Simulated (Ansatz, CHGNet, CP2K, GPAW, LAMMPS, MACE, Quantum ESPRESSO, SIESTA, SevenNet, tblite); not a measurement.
**tblite on glassy 60SiO2-7Al2O3-17Li2O-17SrO (mol %) (89 atoms): settings against a plane-wave reference**

How near does tblite come to plane waves for glassy 60SiO2-7Al2O3-17Li2O-17SrO (mol %) (89 atoms)?

Method: the method is named at each step, in tblite 0.8.0.

**1. Set-up**

The cell holds 89 atoms: 18 Si, 4 Al, 10 Li, 5 Sr and 52 O. Its edges and angles: a = 10.427 Å, b = 10.427 Å, c = 10.427 Å, α = 90.0°, β = 90.0°, γ = 90.0°. 89 atoms (18 Si, 4 Al, 10 Li, 5 Sr, 52 O) placed at random at 2.76 g/cm³, melted at 4000 K for 10 ps at fixed volume with the Morse and Coulomb pair potential with partial charges (Pedone, Malavasi, Menziani, Cormack and Segre, J. Phys. Chem. B 110, 11780 (2006)). Quenched from 4000 K to 300 K at 50 K/ps and fixed volume, held 10 ps at zero pressure.

The yardstick, on the same geometry:

* method: Kohn-Sham DFT, PBE, SSSP efficiency 1.3.0 pseudopotentials, plane waves (Quantum ESPRESSO 7.5); sssp-pbe-1.3.0-efficiency, cutoffs 60/480 Ry, Γ point
* r.m.s. force component: 1.466 eV/Å
* longest force: 6.641 eV/Å
* pressure: 4.549 GPa
* gap (highest filled to lowest empty level): 2.469 eV
* time: 2.5 min on 4 MPI ranks of Arm Neoverse V2, shared host
* CPU time: 10 min

**2. GFN1-xTB**

Method: GFN1-xTB tight binding, diagonalisation.

run.py

```python
import numpy as np
from ase.io import read
from tblite.ase import TBLite

atoms = read("structure.xyz")
atoms.calc = TBLite(method="GFN1-xTB", electronic_temperature=580, accuracy=1.0, max_iterations=250, mixer_damping=0.4, verbosity=1)
energy = atoms.get_potential_energy()
forces = atoms.get_forces()
print(f"energy {energy:.6f} eV")
print("forces (eV/A)")
for i, (a, f) in enumerate(zip(atoms, forces)):
    print(f"{i:4d} {a.symbol:2s} {f[0]:10.5f} {f[1]:10.5f} {f[2]:10.5f}")
stress = -atoms.get_stress(voigt=False) * 160.21766
print("stress (GPa, compression positive)")
for row in stress:
    print(" ".join(f"{x:10.4f}" for x in row))
print("charges (e)")
print(np.array2string(atoms.get_charges(), precision=4, suppress_small=True, max_line_width=110, threshold=100000))
```

structure.xyz

```xyz
89
Lattice="10.42707 0.00000 0.00000 0.00000 10.42707 0.00000 0.00000 0.00000 10.42707" Properties=species:S:1:pos:R:3 pbc="T T T"
Si 4.05519 0.43387 0.85398
Si 3.09674 2.02462 5.90214
Si 7.29019 3.02197 7.90455
Si 7.70321 7.30708 9.14120
Si 4.84098 0.20281 3.99805
Si 9.05695 2.73471 1.58648
Si 7.02263 7.49435 3.08787
Si 5.31113 4.93440 2.72511
Si 7.04422 7.86284 6.28127
Si 2.51657 4.13089 3.66814
Si 1.53372 1.85122 1.65415
Si 1.21528 8.66938 6.26719
Si 4.10065 8.06774 5.61811
Si 6.96445 4.51586 0.10281
Si 0.83542 9.49906 3.21894
Si 0.27726 2.32107 6.76435
Si 2.47820 5.52770 10.02761
Si 6.82942 4.65433 5.28746
Al 2.42940 8.24844 1.03478
Al 10.28537 9.03589 9.37738
Al 9.87141 4.32317 4.39584
Al 8.40453 0.21344 7.69695
Li 2.26591 8.53904 8.78793
Li 2.62283 2.48279 8.94538
Li 10.40893 3.52164 9.73336
Li 1.69805 6.69877 4.38187
Li 5.49590 8.45698 0.61207
Li 7.18373 0.98338 10.22739
Li 6.62275 0.67609 2.36611
Li 3.86114 7.30479 3.06379
Li 8.39525 9.71740 1.34885
Li 4.67612 2.93459 9.67570
Sr 10.30539 5.43647 7.71728
Sr 10.41164 6.24008 1.49816
Sr 8.70316 0.29008 4.28448
Sr 4.21994 5.04764 7.39748
Sr 5.10363 10.25075 8.04532
O 8.38691 4.93555 5.02126
O 4.54203 0.65273 2.43003
O 7.23430 6.02487 10.08798
O 6.42182 3.72330 9.20627
O 5.17162 0.98056 10.40288
O 5.37588 8.23551 6.56989
O 3.73623 9.33671 0.68631
O 7.60999 6.95590 7.57141
O 1.57824 1.54613 5.99869
O 6.00495 5.87941 5.76116
O 1.25021 0.55045 2.70562
O 0.77004 7.14202 6.15875
O 2.85243 8.82766 6.40441
O 7.88141 9.30939 6.74225
O 3.84988 2.18583 7.30156
O 9.43066 3.16451 3.13427
O 2.98642 3.40214 5.03534
O 7.25453 7.84554 4.67456
O 7.09823 1.43487 7.99037
[... 29 atom lines left out ...]
O 6.76602 8.74643 2.21210
O 3.97678 0.96586 5.08758
O 2.22868 2.87933 2.58143
O 9.04371 10.20560 9.36121
```

Run with:

```bash
$ OMP_NUM_THREADS=1 python run.py > output.txt
```

The log of the run:

```text
------------------------------------------------------------
  cycle        total energy    energy error   density error
------------------------------------------------------------
      1     -224.1648744823  -2.2537083E+02   1.0444721E+00
      2      7403.909492525   7.6280744E+03   3.6139062E+00
      3      5156.266965492  -2.2476425E+03   2.2461062E+00
      4     -47.56955726296  -5.2038365E+03   7.8409817E-01
      5      2694.470144463   2.7420397E+03   1.5899559E+00
      6     -52.71317020934  -2.7471833E+03   6.6258609E-01
      7     -291.4570893372  -2.3874392E+02   3.3960458E-01
      8     -298.8027552407  -7.3456659E+00   3.3580870E-01
      9     -298.9718369717  -1.6908173E-01   2.8873584E-01
     10     -296.7343518662   2.2374851E+00   2.1250090E-01
     11     -294.4657830977   2.2685688E+00   2.0335383E-01
     12     -297.3271466601  -2.8613636E+00   1.3321438E-01
     13     -298.6289721470  -1.3018255E+00   6.1167932E-02
     14     -296.5333860786   2.0955861E+00   5.3380718E-02
     15     -299.3269965337  -2.7936105E+00   4.5902368E-02
     16     -298.3804673729   9.4652916E-01   3.5690582E-02
     17     -299.4014542609  -1.0209869E+00   1.7828741E-02
     18     -299.5847099371  -1.8325568E-01   7.8599126E-03
     19     -299.6265458255  -4.1835888E-02   2.0387142E-03
     20     -299.6203290591   6.2167663E-03   2.9496352E-03
     21     -299.6241257501  -3.7966910E-03   2.1884855E-03
     22     -299.6277229066  -3.5971564E-03   1.3709386E-03
     23     -299.6297802765  -2.0573700E-03   3.3004082E-04
     24     -299.6298022454  -2.1968835E-05   1.5711325E-04
     25     -299.6298058181  -3.5727575E-06   1.0022604E-04
     26     -299.6298153901  -9.5719697E-06   2.4670881E-05
     27     -299.6298159377  -5.4756237E-07   1.0839245E-05
------------------------------------------------------------
 total:                                   5.052 sec
energy -8153.342586 eV
forces (eV/A)
   0 Si   -0.17506    0.35889    2.76680
   1 Si    0.37220   -0.14958    0.81260
   2 Si    0.57849    1.23760   -0.22191
   3 Si    2.16310   -0.85929    0.82925
   4 Si   -0.86309   -1.36905   -0.89704
   5 Si    1.95147   -0.13548    2.68015
   6 Si    2.10911   -1.93130   -0.11531
   7 Si    1.80764    1.91508    0.75580
   8 Si   -0.48374    0.52390    0.55234
   9 Si   -1.67311   -1.18488    0.06788
  10 Si   -1.18740   -2.63442    0.40544
  11 Si   -0.33987   -0.71452    0.51888
  12 Si    0.23587    2.09409   -0.85817
  13 Si    0.73649   -0.35936    0.22342
  14 Si    0.54142   -0.14626    0.76625
  15 Si   -0.94787   -1.10499   -0.85821
  16 Si    0.26462    3.15889   -2.75999
  17 Si   -0.09961   -0.54813   -0.86334
  18 Al   -0.87102   -0.04046    0.74106
  19 Al   -0.63902   -0.93094   -1.13831
  20 Al    0.16276   -0.14846   -0.86553
  21 Al    0.34943    0.01440    0.50928
  22 Li   -0.25956   -0.89688   -0.44848
  23 Li   -0.94577    0.25741   -0.50419
[...]
81 O    -0.63813   -1.45906    0.86006
  82 O    -0.94471    1.50001   -0.35978
  83 O     1.23961    0.07732    0.15699
  84 O    -0.91081   -0.87431   -1.48102
  85 O    -0.26530    4.56739   -3.03969
  86 O    -0.59120    0.26066    0.25629
  87 O     0.94571    2.15606    1.09065
  88 O    -0.66831    1.16585    0.13808
stress (GPa, compression positive)
   -9.5005    -0.6767    -0.7671
   -0.6767   -10.6158     0.4137
   -0.7671     0.4137   -13.1542
charges (e)
[ 0.8511  0.8762  0.8781  0.873   0.8739  0.8705  0.8712  0.9228  0.931   0.9093  0.9152  0.8687  0.882
  0.9036  0.8562  0.8784  0.7943  0.9034  0.9769  1.0008  1.0033  0.9992  0.8732  0.7894  0.8699  0.9059
  0.8382  0.8249  0.8509  0.9546  0.8079  0.8062  1.3299  1.3183  1.3257  1.3194  1.3149 -0.6317 -0.5576
 -0.5143 -0.6172 -0.8605 -0.588  -0.7411 -0.5282 -0.5241 -0.6581 -0.5016 -0.8235 -0.598  -0.7137 -0.8504
 -0.6757 -0.5092 -0.487  -0.7399 -0.4911 -0.7407 -0.7025 -0.6849 -0.6736 -0.83   -0.5578 -0.9108 -0.504
 -0.8072 -0.8633 -0.7988 -0.7463 -0.5619 -0.7839 -0.5405 -0.7821 -0.5333 -0.8224 -0.881  -0.8329 -0.5675
 -0.8145 -0.7489 -0.7384 -0.5385 -0.5333 -0.732  -0.4873 -0.837  -0.4806 -0.4605 -0.8612]
```

It took 5.7 s on 1 thread of Arm Neoverse V2, shared host; peak memory 0.14 GiB.

Banners, paths, timers and routine set-up lines are dropped from the logs unmarked, and long logs keep their key lines alone; longer cuts are marked.

Against the reference:

| Item | Value |
| --- | --- |
| r.m.s. force component | 1.6 eV/Å |
| r.m.s. difference of force components | 658.4 meV/Å |
| longest difference of force vectors | 2667 meV/Å |
| force difference over r.m.s. force | 44.9 % |
| slope of forces against the reference's | 0.9949 |
| correlation of force components | 0.9115 |
| pressure | -11.09 GPa |
| pressure difference | -15.64 GPa |

Length of the force difference by element (eV/Å):

| element | atoms | mean | most |
| --- | --- | --- | --- |
| Al | 4 | 1.2 | 1.7 |
| Li | 10 | 0.42 | 0.93 |
| O | 52 | 0.99 | 1.9 |
| Si | 18 | 1.3 | 2.7 |
| Sr | 5 | 0.78 | 1.7 |

A closer look about Si18, picked at random: 13 atoms, nearest first, numbered in the order of the input, with positions taken from that point.

| atom | x | y | z | distance (Å) | Mulliken charge (e) | Fx | Fy | Fz (eV/Å) |
| --- | --- | --- | --- | --- | --- | --- | --- | --- |
| Si18 | 0.00 | 0.00 | 0.00 | 0.00 | 0.90 | -0.10 | -0.55 | -0.86 |
| O47 | -0.82 | 1.23 | 0.47 | 1.55 | -0.66 | -1.60 | 2.14 | 1.98 |
| O38 | 1.56 | 0.28 | -0.27 | 1.60 | -0.63 | 1.79 | 0.52 | -0.47 |
| O82 | -0.17 | -1.10 | 1.19 | 1.63 | -0.54 | -0.64 | -1.46 | 0.86 |
| O65 | -0.78 | -0.52 | -1.40 | 1.68 | -0.50 | 0.97 | -1.82 | 0.73 |
| Si8 | -1.52 | 0.28 | -2.56 | 2.99 | 0.92 | 1.81 | 1.92 | 0.76 |
| Si3 | 0.46 | -1.63 | 2.62 | 3.12 | 0.88 | 0.58 | 1.24 | -0.22 |
| Al21 | 3.04 | -0.33 | -0.89 | 3.19 | 1.00 | 0.16 | -0.15 | -0.87 |
| O70 | -1.13 | 1.90 | -2.41 | 3.27 | -0.56 | -3.27 | -0.92 | -0.57 |
| O55 | 0.43 | 3.19 | -0.61 | 3.28 | -0.49 | 1.18 | 0.81 | 0.26 |
| O45 | 0.78 | 2.30 | 2.28 | 3.34 | -0.53 | 0.39 | -1.59 | -1.48 |
| Si9 | 0.21 | 3.21 | 0.99 | 3.37 | 0.93 | -0.48 | 0.52 | 0.55 |
| Sr36 | -2.61 | 0.39 | 2.11 | 3.38 | 1.32 | 0.11 | 0.16 | -1.03 |

Atoms are counted from 1 here, from 0 in the log.

Forces lie 45 % from the reference's, at 0.0089 times its CPU time (on 1 against 4 cores).

**3. What came out**

```yaml
force_difference_from_the_reference: tblite GFN1-xTB, 45 %
its_cpu_time: 5.4 s
```

What this shows: Tight binding differs by 45 % (tblite GFN1-xTB); it is another model, with fitted parameters of its own, and the xTB methods hold dispersion. One electronic-structure run takes under half the reference's CPU time: tblite GFN1-xTB, at 45 % in 5.4 s against 10 min; its pressure misses by -15.6 GPa. Periodic xTB results under one method name differ between programs and library versions. The reference's pressure holds the uncorrected Pulay stress of its 60 Ry basis, so small pressure differences, and their order, may be the reference's own error. The quench rate of 50 K/ps is many orders above laboratory rates, so the cell is likely richer in defects and strain than a real sample. The network of bonds at the start is that of the classical potential that made the cell, and needn't be the one that DFT or experiment would give. The reference's stress is far from hydrostatic: its diagonal is 5.9, 5.6, 2.1 GPa, compression counted positive. The electronic-structure runs sample only Γ, in a cell whose shortest periodic width is 10 Å.

[Also dropped from logs without a mark: logging warnings of Python, and SIESTA's first energy breakdown and zero terms.]

[Logs are printed without paths, hosts, clocks, repeated set-up lines and the standing remarks that a program may print on its own settings, such as how far it seeks lower states.]

[Hosts, paths, dates, database ids (printed as entryN), source tags and the programs' standing remarks are cut or masked in the printed files.]
